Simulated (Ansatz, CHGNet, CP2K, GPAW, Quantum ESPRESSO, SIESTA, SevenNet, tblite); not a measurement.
# Random packing of 26Ag2S-74GeS2 (mol %) (81 atoms) in GPAW, part 2 of 2

Aim: run random packing of 26Ag2S-74GeS2 (mol %) (81 atoms) in GPAW and see how near its forces come to a plane-wave reference, and at what cost.

Program: GPAW 26.7.0; the method stands at each step. Banners, paths, timers and routine set-up lines are dropped from the logs unmarked, and long logs keep their key lines alone; longer cuts are marked.

So far. Step 3 (PBE, plane waves 550 eV): The run ends at a pressure of -0.63 GPa, with forces up to 3.3 eV/Å. Step 4 (LDA, LCAO dzp, h 0.2 Å): Against the first run (22 %), the force difference from the reference is 18 %, at 0.89 times the CPU time; another functional landing nearer a PBE reference means that errors partly cancel.

**5. PBE, LCAO szp(dzp), h 0.2 Å**

Method: Kohn-Sham DFT, PBE, PAW, atomic orbitals (szp(dzp)).

The input, run.py:

```python
import numpy as np
from ase.io import read
from gpaw import GPAW, FermiDirac

atoms = read("structure.xyz")
atoms.calc = GPAW(
    mode="lcao",
    basis="szp(dzp)",
    h=0.2,
    xc="PBE",
    kpts={"size": (1, 1, 1), "gamma": True},
    occupations=FermiDirac(0.05),
    maxiter=200,
    symmetry={"point_group": False},
    txt="gpaw.txt",
)
energy = atoms.get_potential_energy(force_consistent=True)
forces = atoms.get_forces()
print(f"energy {energy:.6f} eV")
print("forces (eV/A)")
for i, (a, f) in enumerate(zip(atoms, forces)):
    print(f"{i:4d} {a.symbol:2s} {f[0]:10.5f} {f[1]:10.5f} {f[2]:10.5f}")
print(f"Fermi level {atoms.calc.get_fermi_level():.4f} eV")
for k in range(len(atoms.calc.get_ibz_k_points())):
    for s in range(atoms.calc.get_number_of_spins()):
        e = atoms.calc.get_eigenvalues(kpt=k, spin=s)
        n = np.searchsorted(e, atoms.calc.get_fermi_level())
        print(f"k {k} spin {s} levels about the Fermi level:", np.round(e[max(n - 6, 0):n], 4).tolist(), "|", np.round(e[n:n + 6], 4).tolist())
```

The input, structure.xyz:

```xyz
81
Lattice="12.40390 0.00000 0.00000 0.00000 12.40390 0.00000 0.00000 0.00000 12.40390" Properties=species:S:1:pos:R:3 pbc="T T T"
[... 81 atom lines left out: the same atoms as in the first run ...]
```

Command:

```console
OMP_NUM_THREADS=1 python run.py > output.txt
```

Output:

```text
energy -251.820069 eV
forces (eV/A)
   0 Ag    0.11265    0.00655    0.18791
   1 Ag    0.13268   -0.35034   -0.30481
   2 Ag   -0.38140   -0.37165   -0.02940
   3 Ag   -1.07250    0.04126   -0.23823
   4 Ag    0.67718   -0.51013    0.71850
   5 Ag   -0.25074   -0.93316   -0.66797
   6 Ag    0.04730    0.57237   -0.01454
   7 Ag    0.11346   -0.00932   -0.06325
   8 Ag    0.20973    0.50582   -0.22537
   9 Ag   -0.73662    0.09224    0.77071
  10 Ag    0.63859    0.82567    1.04707
  11 Ag    0.38995    0.12374   -0.73515
  12 Ag   -0.63703    0.29336    0.86469
  13 Ag    0.14934    0.11851    0.04526
  14 S    -0.50653    0.34596    0.10624
  15 S     0.21075   -0.34791    0.50073
  16 S    -0.24064    0.64450   -0.61305
  17 S     0.51390    0.74589    0.28972
  18 S     0.22132   -4.26575    1.47236
  19 S    -0.43250   -0.37854   -0.28870
  20 S     0.11727   -0.21121    0.03922
  21 S    -2.07508    0.19433    1.13031
  22 S    -0.49563   -1.58991   -0.34705
  23 S    -0.66119   -0.45153    0.48991
[...]
73 Ge   -2.09961   -0.73560    1.74561
  74 Ge   -1.39190    0.78857    0.90363
  75 Ge    2.81869    1.51454    0.47956
  76 Ge    1.27445    0.88444    0.67605
  77 Ge    1.91648    0.82487   -0.41403
  78 Ge    1.38528   -0.15085   -0.99999
  79 Ge    2.15958    0.73843   -0.14968
  80 Ge    0.61861   -0.80930   -0.57552
Fermi level 4.0048 eV
k 0 spin 0 levels about the Fermi level: [3.8662, 3.8846, 3.9001, 3.9278, 3.9533, 3.9755] | [4.0447, 4.0516, 4.0844, 4.0932, 4.1176, 4.1484]
```

gpaw.txt:

```text
Input parameters:
  mode=LCAO(),
  basis={'default': 'szp(dzp)'},
  h=0.2,
  kpts=MonkhorstPack(size=(1, 1, 1), gamma=True),
  maxiter=200,
  occupations=Occupations(name='fermi-dirac', width=0.05, fixmagmom=False),
  symmetry=Symmetry(point_group=False),
  xc=XC(name='PBE')
Unit cell  # Å
| periodic |         x |         y |         z |   lengths |    angles |
[... lines left out ...]
  Fermi-Dirac:
[... lines left out ...]
convergence criteria:
- Maximum [total energy] change in last 3 cyles: 0.0005 eV / valence electron
[... lines left out ...]
Converged in 26 steps
[... lines left out ...]
  Free energy:    -251.820069
  Extrapolated:   -251.525298
dipole moment: (-29.247725, 81.038465, 15.348269)  # |e|*Ang
Fermi level: 4.005
Eigenvalues  # (at kpt = [0.000, 0.000, 0.000])
| band index |      eig [eV] | occ [0-2] |
|------------|---------------|-----------|
|          0 |       -52.103 |     2.000 |
|        ... |               |           |
|        292 |         3.808 |     1.962 |
|        293 |         3.847 |     1.918 |
[...]
|        307 |         4.200 |     0.039 |
|        ... |               |           |
|        363 |         8.407 |     0.000 |
Gap: 0.069 eV
Transition (v -> c):
  (s=0, k=0, n=299, [0.00, 0.00, 0.00]) -> (s=0, k=0, n=300, [0.00, 0.00, 0.00])
No difference between direct/indirect transitions
Force computation time: 27.071  # s
timing:  # [seconds]
  Total:  349.885  # ━━━━━━━━━━━━━━━━━━━━━━━━━━━━━━━━━━━━━━━━━━━━━━━━━━━━━━━━
  Init:    12.410  # ━━
  SCF:    310.374  # ━━━━━━━━━━━━━━━━━━━━━━━━━━━━━━━━━━━━━━━━━━━━━━━━━╸
  Forces:  27.071  # ━━━━╸
```

Run time: 5.9 min. Hardware: 1 thread of Arm Neoverse V1, shared host; peak memory 1.9 GiB.

Against the reference:

```
r.m.s. force component                  : 0.9576 eV/Å
r.m.s. difference of force components   : 352.5 meV/Å
longest difference of force vectors     : 1431 meV/Å
force difference over r.m.s. force      : 47.74 %
slope of forces against the reference's : 1.227
correlation of force components         : 0.9461
```

This is a coarse setting, run to see what it loses.

Against the first run (22 %), the force difference from the reference is 48 %, at 0.71 times the CPU time, with 813 basis functions against 1249: the smaller basis costs accuracy.

**6. PBE, LCAO dzp, h 0.25 Å**

Method: Kohn-Sham DFT, PBE, PAW, atomic orbitals (dzp).

run.py, as its differences from that of step 5:

```diff
@@ -7,4 +7,4 @@
     mode="lcao",
-    basis="szp(dzp)",
-    h=0.2,
+    basis="dzp",
+    h=0.25,
     xc="PBE",
```

structure.xyz is that of step 5.

Output:

```text
energy -256.828699 eV
forces (eV/A)
   0 Ag    0.12760    0.09699    0.10483
   1 Ag    0.19716   -0.27125   -0.30835
   2 Ag   -0.42344   -0.32069   -0.07662
   3 Ag   -0.98151    0.03485   -0.21834
   4 Ag    0.70573   -0.30651    0.68714
   5 Ag   -0.25053   -0.89186   -0.66902
   6 Ag    0.08893    0.55551   -0.06903
   7 Ag    0.06223    0.02534   -0.01414
   8 Ag    0.16338    0.52413   -0.21699
   9 Ag   -0.65783    0.01832    0.66720
  10 Ag    0.61571    0.73181    0.96386
  11 Ag    0.34482    0.09905   -0.59038
  12 Ag   -0.63055    0.41788    0.84711
  13 Ag    0.08076    0.15476    0.09985
  14 S    -0.45362    0.39660    0.08060
  15 S     0.12792   -0.32873    0.42908
  16 S    -0.25917    0.72040   -0.54278
  17 S     0.59677    0.62713    0.45210
  18 S     0.02462   -3.57216    1.37515
  19 S     0.08897   -0.67121   -0.26052
  20 S     0.13988   -0.30241    0.14466
  21 S    -1.75869    0.22495    0.86335
  22 S    -0.48158   -1.32049   -0.39706
  23 S    -0.67302    0.11895    0.47412
[...]
73 Ge   -2.03736   -0.72864    1.72399
  74 Ge   -1.34642    0.69466    0.59369
  75 Ge    2.35565    1.42247    0.56998
  76 Ge    1.13434    0.78814    0.82400
  77 Ge    1.43077    0.58073   -0.23252
  78 Ge    1.43778    0.01139   -1.12445
  79 Ge    1.90946    0.44323   -0.24986
  80 Ge    0.47843   -0.56530   -0.76699
Fermi level 3.9465 eV
k 0 spin 0 levels about the Fermi level: [3.8006, 3.8218, 3.845, 3.866, 3.8919, 3.9146] | [3.988, 3.9972, 4.0294, 4.0317, 4.0691, 4.092]
```

gpaw.txt:

```text
Input parameters:
  mode=LCAO(),
  basis={'default': 'dzp'},
  h=0.25,
  kpts=MonkhorstPack(size=(1, 1, 1), gamma=True),
  maxiter=200,
  occupations=Occupations(name='fermi-dirac', width=0.05, fixmagmom=False),
  symmetry=Symmetry(point_group=False),
  xc=XC(name='PBE')
Unit cell  # Å
| periodic |         x |         y |         z |   lengths |    angles |
[... lines left out ...]
  Fermi-Dirac:
[... lines left out ...]
convergence criteria:
- Maximum [total energy] change in last 3 cyles: 0.0005 eV / valence electron
[... lines left out ...]
Converged in 26 steps
[... lines left out ...]
  Free energy:    -256.828699
  Extrapolated:   -256.540996
dipole moment: (-29.433380, 81.750462, 15.021366)  # |e|*Ang
Fermi level: 3.946
Eigenvalues  # (at kpt = [0.000, 0.000, 0.000])
| band index |      eig [eV] | occ [0-2] |
|------------|---------------|-----------|
|          0 |       -51.944 |     2.000 |
|        ... |               |           |
|        292 |         3.756 |     1.957 |
|        293 |         3.785 |     1.923 |
[...]
|        307 |         4.136 |     0.044 |
|        ... |               |           |
|        363 |         8.233 |     0.000 |
Gap: 0.073 eV
Transition (v -> c):
  (s=0, k=0, n=299, [0.00, 0.00, 0.00]) -> (s=0, k=0, n=300, [0.00, 0.00, 0.00])
No difference between direct/indirect transitions
Force computation time: 21.308  # s
timing:  # [seconds]
  Total:  271.524  # ━━━━━━━━━━━━━━━━━━━━━━━━━━━━━━━━━━━━━━━━━━━━━━━━━━━━━━━━
  Init:    10.227  # ━━
  SCF:    239.958  # ━━━━━━━━━━━━━━━━━━━━━━━━━━━━━━━━━━━━━━━━━━━━━━━━━╸
  Forces:  21.308  # ━━━━╸
```

Wall time 4.5 min (1 thread); peak memory 0.95 GiB.

Compared with the plane-wave run:

| Property | Result |
| --- | --- |
| r.m.s. force component | 0.8395 eV/Å |
| r.m.s. difference of force components | 172.4 meV/Å |
| longest difference of force vectors | 712.6 meV/Å |
| force difference over r.m.s. force | 23.34 % |
| slope of forces against the reference's | 1.119 |
| correlation of force components | 0.9843 |
| energy less the same-level run's | 119.4 meV/atom |
| r.m.s. force difference from the same-level run | 43.03 meV/Å |

This is a coarse setting, run to see what it loses.

Against the first run (22 %), the force difference from the reference is 23 %, at 0.55 times the CPU time: the change moves forces by 43 meV/Å r.m.s., so most of the difference comes from elsewhere.

The forces add up to 0.50 eV/Å instead of zero, usually a sign of too coarse a grid.

**7. All runs compared**

Differences are against the plane-wave reference, forces as r.m.s. over components; share is that over the reference's r.m.s. force, slope the least-squares factor from reference forces to these. Total energies of different programs have different zeros and aren't compared.

```
                                      run  Δ force, r.m.s. (meV/Å)  share (%)  slope  Δ pressure (GPa)  cores  CPU time  memory (GiB)
                                reference                        -          -      -                 -      4    75 min           5.2
              GPAW PBE, LCAO dzp, h 0.2 Å                      164       22.2  1.115                 -      1   8.3 min           1.9
             GPAW PBE, plane waves 550 eV                     38.3       5.18  1.031             0.288      4    30 min           3.2
              GPAW LDA, LCAO dzp, h 0.2 Å                      132       17.8  1.031                 -      1   7.4 min           1.9
GPAW PBE, LCAO szp(dzp), h 0.2 Å (coarse)                      353       47.7  1.227                 -      1   5.9 min           1.9
    GPAW PBE, LCAO dzp, h 0.25 Å (coarse)                      172       23.3  1.119                 -      1   4.5 min          0.95
```

Rows marked coarse were listed beforehand as settings not expected to be converged; some can still land near the reference.

CPU time is summed over cores on a shared host, where runs went side by side, so it is rough. Symmetry, cutoffs, thresholds, outputs and thread counts weren't matched or tuned between programs; memory under MPI is the largest rank's times the ranks.

Within one program, basis, potentials and functional, energies share a zero. Each run against its twin at the usual cutoff or grid and solver:

```csv
run,twin,Δ energy (meV/atom),"Δ force, r.m.s. (meV/Å)",CPU time over the twin's
"GPAW PBE, LCAO dzp, h 0.25 Å","LCAO dzp, h 0.2 Å",119,43.0,0.55
```

**8. What came out**

```yaml
nearest_in_forces: GPAW PBE, plane waves 550 eV, 5.2 %
its_cpu_time: 30 min
```

**Reading.** PBE on plane waves or a grid with other potentials, cutoffs or grids, coarse settings apart, differs from the reference by 5.2 % (GPAW PBE, plane waves 550 eV) of the r.m.s. force; this holds the reference's own error, so differences of a few per cent don't tell which side is nearer the exact PBE result. The PBE run in local orbitals, coarse settings apart, differs by 22 % (GPAW PBE, LCAO dzp, h 0.2 Å); basis, grid and potentials can all enter. Rows with another functional or a dispersion term differ by 18 % (GPAW LDA, LCAO dzp, h 0.2 Å), which mixes the change of model with differences of basis and potentials. Runs with settings chosen to be coarse differ by 23 % (GPAW PBE, LCAO dzp, h 0.25 Å) to 48 % (GPAW PBE, LCAO szp(dzp), h 0.2 Å), their programs' other errors included. Of the electronic-structure runs that take under half the reference's CPU time, GPAW PBE, plane waves 550 eV comes nearest, at 5.2 % in 30 min against 75 min. GPAW PBE, LCAO dzp, h 0.25 Å stiffens the forces by a factor of 1.12 while following their directions (correlation 0.984); the slopes of the 5 GPAW runs lie between 1.03 and 1.23. The potentials hold different valence shells: 828 electrons in the reference, 600 in GPAW; this bears on time and differences. GPAW's setups keep the filled d shell of Ge in the core. The reference's pressure holds the uncorrected Pulay stress of its 45 Ry basis, so small pressure differences, and their order, may be the reference's own error. The electronic-structure runs sample only Γ, in a cell whose shortest periodic width is 12 Å, which is coarse for a cell with partly filled levels.

[Also dropped from logs without a mark: logging warnings of Python, and SIESTA's first energy breakdown and zero terms.]

[Logs are printed without paths, hosts, clocks, repeated set-up lines and the standing remarks that a program may print on its own settings, such as how far it seeks lower states.]

[Hosts, paths, dates, database ids (printed as entryN), source tags and the programs' standing remarks are cut or masked in the printed files.]
